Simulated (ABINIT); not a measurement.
## LiHF2 (R-3m): G0W0 in ABINIT against the k mesh

How does the gap of LiHF2 (R-3m) converge in the k mesh?

Method: LDA and many-body steps on it, plane waves, in ABINIT 10.8.3.

### Step 1. The structure

It takes space group R-3m (No. 166, trigonal). Conventional cell: a = 2.934 Å, b = 2.934 Å, c = 13.100 Å, α = 90.00°, β = 90.00°, γ = 120.00°. Li has 6 F at 1.99 Å nearest. Nearest to H lie 2 F at 1.14 Å. F has 1 H at 1.14 Å and 3 Li at 1.99 Å nearest. Farther neighbours and most contacts between anions are not listed.

The cell and positions are those that the Materials Project relaxed with its own functionals (PBE, PBE+U or r2SCAN), kept fixed.

### Step 2. Empty states on the mesh, 4×4×4 mesh, 69 bands

This step: ABINIT 10.8.3; DFT, LDA, plane waves, norm-conserving pseudopotentials.

The sums over transitions need many empty states on a uniform mesh; this step solves for them.

File run.abi:

```
acell 3*1.0 Angstrom
rprim 
  1.466983587415 0.846963369091 4.366688724100
  -1.466983587415 0.846963369091 4.366688724100
  0.000000000000 -1.693926738182 4.366688724100
ntypat 3
znucl 3 1 9
natom 4
typat 1 2 3 3
xred 
  0.000000000000 0.000000000000 0.000000000000
  0.500000000000 0.500000000000 0.500000000000
  0.413301880000 0.413301880000 0.413301880000
  0.586698120000 0.586698120000 0.586698120000
pp_dirpath "pseudos"
pseudos "Li.upf, H.upf, F.upf"
ecut 36
ngkpt 4 4 4
nshiftk 1
shiftk 0 0 0
kptopt 1
chksymbreak 0
irdden 1
istwfk *1
nband 69
prtvol 0
optdriver 6
gwr_task "HDIAGO"
paral_kgb 0
occopt 1
indata_prefix "in"
outdata_prefix "out"
tmpdata_prefix "tmp"
```

Command:

```bash
OMP_NUM_THREADS=1 mpirun -n 4 abinit run.abi > log
```

Numbers of over 12 decimals in the logs are rounded to 6 here.

The program printed:

```text
.Version 10.8.3 of ABINIT. v10.8.2 released Aug 2026.

 Symmetries : space group R-3 m (#166); Bravais hR (rhombohedral)
[... echo of the input left out ...]
== DATASET  1 ==================================================================
-   mpi_nproc: 4, omp_nthreads: 1 (-1 if OMP is not activated)

--- !DatasetInfo
iteration_state: {dtset: 1, }
dimensions: {natom: 4, nkpt: 13, mband: 69, nsppol: 1, nspinor: 1, nspden: 1, mpw: 2290, }
cutoff_energies: {ecut:  36.0, pawecutdg:  -1.0, }
[...]
Indirect band gap semiconductor
 Fundamental gap:     8.102 (eV)
   VBM:    -2.764 (eV) at k: [ 5.0000E-01,  5.0000E-01,  5.0000E-01]
   CBM:     5.338 (eV) at k: [ 0.0000E+00,  0.0000E+00,  0.0000E+00]
 Direct gap:         8.306 (eV) at k: [ 0.0000E+00,  0.0000E+00,  0.0000E+00]

== END DATASET(S) ==============================================================
================================================================================

 -outvars: echo values of variables after computation  --------
           etotal      0.0000000000E+00
            nband          69
             nkpt          13
          spgroup         166
 [... the other variables as echoed above ...]

 Calculation completed.
```

The job ended after 36 s (4 MPI ranks of Arm Neoverse V2, shared host; peak memory 1.4 GiB; 2.4 min of CPU time).

This step gave:

- gap: 8.102 eV
- k of the valence top: 0.5, 0.5, 0.5
- k of the conduction bottom: 0, 0, 0
- least direct gap: 8.306 eV
- k points computed: 13
- lowest point of the top converged band, above the valence top: 75.0070 eV

On this mesh the gap is 8.102 eV.

The density comes from a self-consistent run that is not shown.

### Step 3. Empty states on the mesh, 2×2×2 mesh, 26 bands

run.abi: that of step 2 with these lines changed.

```diff
@@ -17,3 +17,3 @@
 ecut 36
-ngkpt 4 4 4
+ngkpt 2 2 2
 nshiftk 1
@@ -22,10 +22,10 @@
 chksymbreak 0
+iscf -2
 irdden 1
 istwfk *1
-nband 69
+nband 26
+nbdbuf 4
+tolwfr 1e-09
+nstep 60
 prtvol 0
-optdriver 6
-gwr_task "HDIAGO"
-paral_kgb 0
-occopt 1
 indata_prefix "in"
```

The program printed:

```text
.Version 10.8.3 of ABINIT. v10.8.2 released Aug 2026.

 Symmetries : space group R-3 m (#166); Bravais hR (rhombohedral)
[... echo of the input left out ...]
== DATASET  1 ==================================================================
-   mpi_nproc: 4, omp_nthreads: 1 (-1 if OMP is not activated)

--- !DatasetInfo
iteration_state: {dtset: 1, }
dimensions: {natom: 4, nkpt: 4, mband: 26, nsppol: 1, nspinor: 1, nspden: 1, mpw: 2290, }
cutoff_energies: {ecut:  36.0, pawecutdg:  -1.0, }
[...]
-0.10904    0.19618    0.36890    0.51640    0.58138    0.63051    0.63051    0.77187
   0.77187    0.83396    0.92270    0.92270    0.99077    0.99077    1.03180    1.06822
   1.18782    1.19515
 prteigrs : prtvol=0 or 1, do not print more k-points.

== END DATASET(S) ==============================================================
================================================================================

 -outvars: echo values of variables after computation  --------
            nband          26
             nkpt           4
          spgroup         166
 [... the other variables as echoed above ...]

 Calculation completed.
```

Run time: 2.5 s. Hardware: 4 MPI ranks; peak memory 0.08 GiB.

This step gave:

* gap: 8.102 eV
* k of the valence top: 0.5, 0.5, 0.5
* k of the conduction bottom: 0, 0, 0
* least direct gap: 8.305 eV
* k points computed: 4
* lowest point of the top converged band, above the valence top: 28.29 eV

On this mesh the gap is 8.102 eV.

### Step 4. Empty states on the mesh, 6×6×6 mesh, 26 bands

run.abi: that of step 3 with these lines changed.

```diff
@@ -17,3 +17,3 @@
 ecut 36
-ngkpt 2 2 2
+ngkpt 6 6 6
 nshiftk 1
```

The program printed:

```text
.Version 10.8.3 of ABINIT. v10.8.2 released Aug 2026.

 Symmetries : space group R-3 m (#166); Bravais hR (rhombohedral)
[... echo of the input left out ...]
== DATASET  1 ==================================================================
-   mpi_nproc: 4, omp_nthreads: 1 (-1 if OMP is not activated)

--- !DatasetInfo
iteration_state: {dtset: 1, }
dimensions: {natom: 4, nkpt: 32, mband: 26, nsppol: 1, nspinor: 1, nspden: 1, mpw: 2292, }
cutoff_energies: {ecut:  36.0, pawecutdg:  -1.0, }
[...]
-0.10904    0.19618    0.36890    0.51640    0.58138    0.63051    0.63051    0.77187
   0.77187    0.83396    0.92270    0.92270    0.99077    0.99077    1.03180    1.06822
   1.18782    1.19515
 prteigrs : prtvol=0 or 1, do not print more k-points.

== END DATASET(S) ==============================================================
================================================================================

 -outvars: echo values of variables after computation  --------
            nband          26
             nkpt          32
          spgroup         166
 [... the other variables as echoed above ...]

 Calculation completed.
```

Wall time 8 s (4 MPI ranks); peak memory 0.3 GiB.

Numbers from this step:

```yaml
gap: 8.102 eV
k_of_the_valence_top: 0.5, 0.5, 0.5
k_of_the_conduction_bottom: 0, 0, 0
least_direct_gap: 8.305 eV
k_points_computed: 32
lowest_point_of_the_top_converged_band_above_the_valence_top: 28.29 eV
```

On this mesh the gap is 8.102 eV.

### Step 5. Empty states on the mesh, 8×8×8 mesh, 26 bands

run.abi: that of step 4 with these lines changed.

```diff
@@ -17,3 +17,3 @@
 ecut 36
-ngkpt 6 6 6
+ngkpt 8 8 8
 nshiftk 1
```

The program printed:

```text
.Version 10.8.3 of ABINIT. v10.8.2 released Aug 2026.

 Symmetries : space group R-3 m (#166); Bravais hR (rhombohedral)
[... echo of the input left out ...]
== DATASET  1 ==================================================================
-   mpi_nproc: 4, omp_nthreads: 1 (-1 if OMP is not activated)

--- !DatasetInfo
iteration_state: {dtset: 1, }
dimensions: {natom: 4, nkpt: 65, mband: 26, nsppol: 1, nspinor: 1, nspden: 1, mpw: 2295, }
cutoff_energies: {ecut:  36.0, pawecutdg:  -1.0, }
[...]
-0.10904    0.19618    0.36890    0.51640    0.58138    0.63051    0.63051    0.77187
   0.77187    0.83396    0.92270    0.92270    0.99077    0.99077    1.03180    1.06822
   1.18782    1.19515
 prteigrs : prtvol=0 or 1, do not print more k-points.

== END DATASET(S) ==============================================================
================================================================================

 -outvars: echo values of variables after computation  --------
            nband          26
             nkpt          65
          spgroup         166
 [... the other variables as echoed above ...]

 Calculation completed.
```

Run time: 15 s. Hardware: 4 MPI ranks; peak memory 0.33 GiB.

Numbers from this step:

* gap: 8.102 eV
* k of the valence top: 0.5, 0.5, 0.5
* k of the conduction bottom: 0, 0, 0
* least direct gap: 8.305 eV
* k points computed: 65
* lowest point of the top converged band, above the valence top: 28.29 eV

On this mesh the gap is 8.102 eV.

### Step 6. Screening, 2×2×2 mesh, 22 bands, screening to 106.1 eV

The RPA dielectric matrix is built and inverted for each q.

This step: RPA screening on LDA, plane waves, norm-conserving pseudopotentials.

run.abi: that of step 5 with these lines changed.

```diff
@@ -17,3 +17,3 @@
 ecut 36
-ngkpt 8 8 8
+ngkpt 2 2 2
 nshiftk 1
@@ -22,10 +22,11 @@
 chksymbreak 0
-iscf -2
-irdden 1
 istwfk *1
-nband 26
-nbdbuf 4
-tolwfr 1e-09
-nstep 60
-prtvol 0
+occopt 1
+irdwfk 1
+optdriver 3
+nband 22
+ecuteps 3.9
+inclvkb 2
+awtr 1
+symchi 1
 indata_prefix "in"
```

The program printed:

```text
.Version 10.8.3 of ABINIT. v10.8.2 released Aug 2026.

 Symmetries : space group R-3 m (#166); Bravais hR (rhombohedral)
[... echo of the input left out ...]
== DATASET  1 ==================================================================
-   mpi_nproc: 4, omp_nthreads: 1 (-1 if OMP is not activated)

--- !DatasetInfo
iteration_state: {dtset: 1, }
dimensions: {natom: 4, nkpt: 4, mband: 22, nsppol: 1, nspinor: 1, nspden: 1, mpw: 2290, }
cutoff_energies: {ecut:  36.0, pawecutdg:  -1.0, }
electrons: {nelect:   1.80000000E+01, charge:   0.00000000E+00, occopt:   1.00000000E+00, tsmear:   1.00000000E-02, }

 SCREENING: Calculation of the susceptibility and dielectric matrices

 Based on a program developped by R.W. Godby, V. Olevano, G. Onida, and L. Reining.
 Incorporated in ABINIT by V. Olevano, G.-M. Rignanese, and M. Torrent.
.Using double precision arithmetic ; gwpc =  8

[... cell and pseudopotentials left out ...]
--------------------------------------------------------------------------------

 ==== K-mesh for the wavefunctions ====
 Number of points in the irreducible wedge :     4
[... list of points left out ...]
 Together with 12 symmetry operations and time-reversal symmetry
 yields     8 points in the full Brillouin Zone.

 ==== Q-mesh for the screening function ====
 Number of points in the irreducible wedge :     4
[... list of points left out ...]
 Together with 12 symmetry operations and time-reversal symmetry
 yields     8 points in the full Brillouin Zone.

 setmesh: FFT mesh size selected  =    32x   32x   32
          total number of points  =        32768

 vcoul_init : cutoff-mode = AUXILIARY_FUNCTION
 q-points for optical limit:   1
     1)      0.000010    0.000020    0.000030

- screening: taking advantage of time-reversal symmetry
- Maximum band index for partially occupied states nbvw = 9
- Remaining bands to be divided among processors   nbcw = 13
- Number of bands treated by each node ~3

 Number of electrons calculated from density =   18.0000; Expected =   18.0000
 average of density, n =  0.081937
 r_s =    1.4283
 omega_plasma =   27.6119 [eV]

 calculating chi0 at frequencies [eV] :
  1    0.000000E+00    0.000000E+00
  2    0.000000E+00    2.761194E+01

--------------------------------------------------------------------------------
  q-point number  1        q = ( 0.000000, 0.000000, 0.000000) [r.l.u.]
--------------------------------------------------------------------------------
[... chi0 elements left out ...]
 For q-point:  0.000010 0.000020 0.000030
  dielectric constant =   1.9786
  dielectric constant without local fields =   2.0409

  Average fulfillment of the sum rule on Im[epsilon] for q-point    1 :     22.69  [%]
[... wings left out ...]
  q-point number  2        q = ( 0.500000, 0.000000, 0.000000) [r.l.u.]
--------------------------------------------------------------------------------
[... chi0 elements left out ...]
  Average fulfillment of the sum rule on Im[epsilon] for q-point    2 :     24.06  [%]

 [... 2 further q-points ...]
```

The job ended after 2.1 s (4 MPI ranks; peak memory 0.11 GiB; 8 s of CPU time).

Numbers from this step:

```
ε∞ with local fields, on this mesh, along the program's q direction : 1.979
the same without local fields                                       : 2.041
plasma frequency                                                    : 27.61 eV
plane waves in the screening matrix                                 : 85
```

Local fields lower ε∞ by 3 %. On a Γ-centred mesh this coarse the value itself is usually too large, while a short band sum pulls it down.

### Step 7. 2×2×2

This step: G0W0 on LDA, plane waves, norm-conserving pseudopotentials.

run.abi: that of step 6 with these lines changed.

```diff
@@ -25,8 +25,17 @@
 irdwfk 1
-optdriver 3
+optdriver 4
 nband 22
+gwcalctyp 0
+ecutsigx 36
+symsigma 1
+nkptgw 2
+kptgw 
+  0.5000000000 0.5000000000 0.5000000000
+  0.0000000000 0.0000000000 0.0000000000
+bdgw 
+  8 11
+  8 11
 ecuteps 3.9
-inclvkb 2
-awtr 1
-symchi 1
+irdscr 1
+ppmodel 1
 indata_prefix "in"
```

The program printed:

```text
.Version 10.8.3 of ABINIT. v10.8.2 released Aug 2026.

 Symmetries : space group R-3 m (#166); Bravais hR (rhombohedral)
[... echo of the input left out ...]
== DATASET  1 ==================================================================
-   mpi_nproc: 4, omp_nthreads: 1 (-1 if OMP is not activated)

--- !DatasetInfo
iteration_state: {dtset: 1, }
dimensions: {natom: 4, nkpt: 4, mband: 22, nsppol: 1, nspinor: 1, nspden: 1, mpw: 2290, }
cutoff_energies: {ecut:  36.0, pawecutdg:  -1.0, }
electrons: {nelect:   1.80000000E+01, charge:   0.00000000E+00, occopt:   1.00000000E+00, tsmear:   1.00000000E-02, }

 SIGMA: Calculation of the GW corrections

 Based on a program developped by R.W. Godby, V. Olevano, G. Onida, and L. Reining.
 Incorporated in ABINIT by V. Olevano, G.-M. Rignanese, and M. Torrent.
.Using double precision arithmetic ; gwpc =  8

[... cell and pseudopotentials left out ...]
--------------------------------------------------------------------------------

 ==== K-mesh for the wavefunctions ====
 Number of points in the irreducible wedge :     4
[... list of points left out ...]
 Together with 12 symmetry operations and time-reversal symmetry
 yields     8 points in the full Brillouin Zone.

 ==== Q-mesh for screening function ====
 Number of points in the irreducible wedge :     4
[... list of points left out ...]
 Together with 12 symmetry operations and time-reversal symmetry
 yields     8 points in the full Brillouin Zone.

 vcoul_init : cutoff-mode = AUXILIARY_FUNCTION
 q-points for optical limit:   1
     1)      0.000010    0.000020    0.000030
 setmesh: FFT mesh size selected  =    48x   48x   48
          total number of points  =       110592

 Number of electrons calculated from density =   18.0000; Expected =   18.0000
 average of density, n =  0.081937
 r_s =    1.4283
 omega_plasma =   27.6119 [eV]

 === KS Band Gaps ===
  >>>> For spin  1
   Minimum direct gap =   8.3056 [eV], located at k-point      :   0.0000  0.0000  0.0000
   Fundamental gap    =   8.1022 [eV], Top of valence bands at :   0.5000  0.5000  0.5000
                                       Bottom of conduction at :   0.0000  0.0000  0.0000
 SIGMA fundamental parameters:
 PLASMON POLE MODEL  1
 number of plane-waves for SigmaX                 2267
 number of plane-waves for SigmaC and W             85
 number of plane-waves for wavefunctions          2267
 number of bands                                    22
 number of independent spin polarizations            1
 number of spinorial components                      1
 number of k-points in IBZ                           4
 number of q-points in IBZ                           4
 number of symmetry operations                      12
 number of k-points in BZ                            8
 number of q-points in BZ                            8
 number of frequencies for dSigma/dE                 9
 frequency step for dSigma/dE [eV]                0.25
 number of omega for Sigma on real axis              0
 max omega for Sigma on real axis  [eV]           0.00
 zcut for avoiding poles [eV]                     0.10

 EPSILON^-1 parameters (SCR file):
 dimension of the eps^-1 matrix on file             85
 dimension of the eps^-1 matrix used                85
 number of plane-waves for wavefunctions          2267
 number of bands                                    22
 number of q-points in IBZ                           4
 number of frequencies                               2
 number of real frequencies                          1
 number of imag frequencies                          1

 matrix elements of self-energy operator (all in [eV])

 Perturbative Calculation

--- !SelfEnergy_ee
iteration_state: {dtset: 1, }
kpoint     : [   0.500,    0.500,    0.500, ]
spin       : 1
KS_gap     :    8.980
QP_gap     :   13.886
Delta_QP_KS:    4.906
data: !SigmaeeData |
     Band     E0 <VxcDFT>   SigX SigC(E0)      Z dSigC/dE  Sig(E)    E-E0       E
        8  -2.764 -22.895 -30.120   4.824   0.837  -0.195 -24.905  -2.010  -4.774
        9  -2.764 -22.895 -30.120   4.824   0.837  -0.195 -24.905  -2.010  -4.774
       10   6.216 -10.446  -5.108  -2.133   0.904  -0.106  -7.549   2.896   9.113
       11   9.482 -12.448  -6.562  -2.280   0.896  -0.117  -9.218   3.230  12.712

--- !SelfEnergy_ee
iteration_state: {dtset: 1, }
kpoint     : [   0.000,    0.000,    0.000, ]
spin       : 1
KS_gap     :    8.306
QP_gap     :   13.131
Delta_QP_KS:    4.825
data: !SigmaeeData |
     Band     E0 <VxcDFT>   SigX SigC(E0)      Z dSigC/dE  Sig(E)    E-E0       E
        8  -2.967 -22.692 -29.976   4.834   0.836  -0.196 -24.741  -2.049  -5.016
        9  -2.967 -22.692 -29.976   4.834   0.836  -0.196 -24.741  -2.049  -5.016
       10   5.338 -11.036  -5.828  -2.138   0.904  -0.106  -8.260   2.776   8.114
       11  10.038  -9.540  -3.562  -2.364   0.906  -0.103  -6.265   3.276  13.314

== END DATASET(S) ==============================================================
================================================================================

 -outvars: echo values of variables after computation  --------
           etotal      0.0000000000E+00
            nband          22
             nkpt           4
          spgroup         166
 [... the other variables as echoed above ...]

 Calculation completed.
```

Wall time 2.1 s (4 MPI ranks); peak memory 0.12 GiB.

This step gave:

```yaml
g0w0_gap_on_the_points_computed: 12.89 eV
starting_gap_on_the_mesh: 8.102 eV
k_of_the_valence_top: 0.5, 0.5, 0.5
k_of_the_conduction_bottom: 0, 0, 0
z_at_the_valence_top: 0.837
z_at_the_conduction_bottom: 0.904
least_direct_g0w0_gap_on_the_computed_points: 13.13 eV
```

(Part 1 of 2 ends here.)

[Paths, hosts, dates, memory and timing lines, banners, echoed tables and standing remarks are left out of the program output.]

[Logs are printed without paths, hosts, clocks, repeated set-up lines and the standing remarks that a program may print on its own settings, such as how far it seeks lower states.]

[Runs of the session that timed out or met a known fault of the program may be left out.]

[Hosts, paths, dates, database ids (printed as entryN), source tags and the programs' standing remarks are cut or masked in the printed files.]

[G0W0 gaps are taken among the corrected bands and points alone; a level outside them can change the order at an edge.]

[Where Ansatz stands beside ABINIT at settings called matched, ABINIT's density can come from a denser mesh and the files from another edition; pairs whose starting gaps differed by over 0.03 eV were left out, so agreement reads better than it is.]
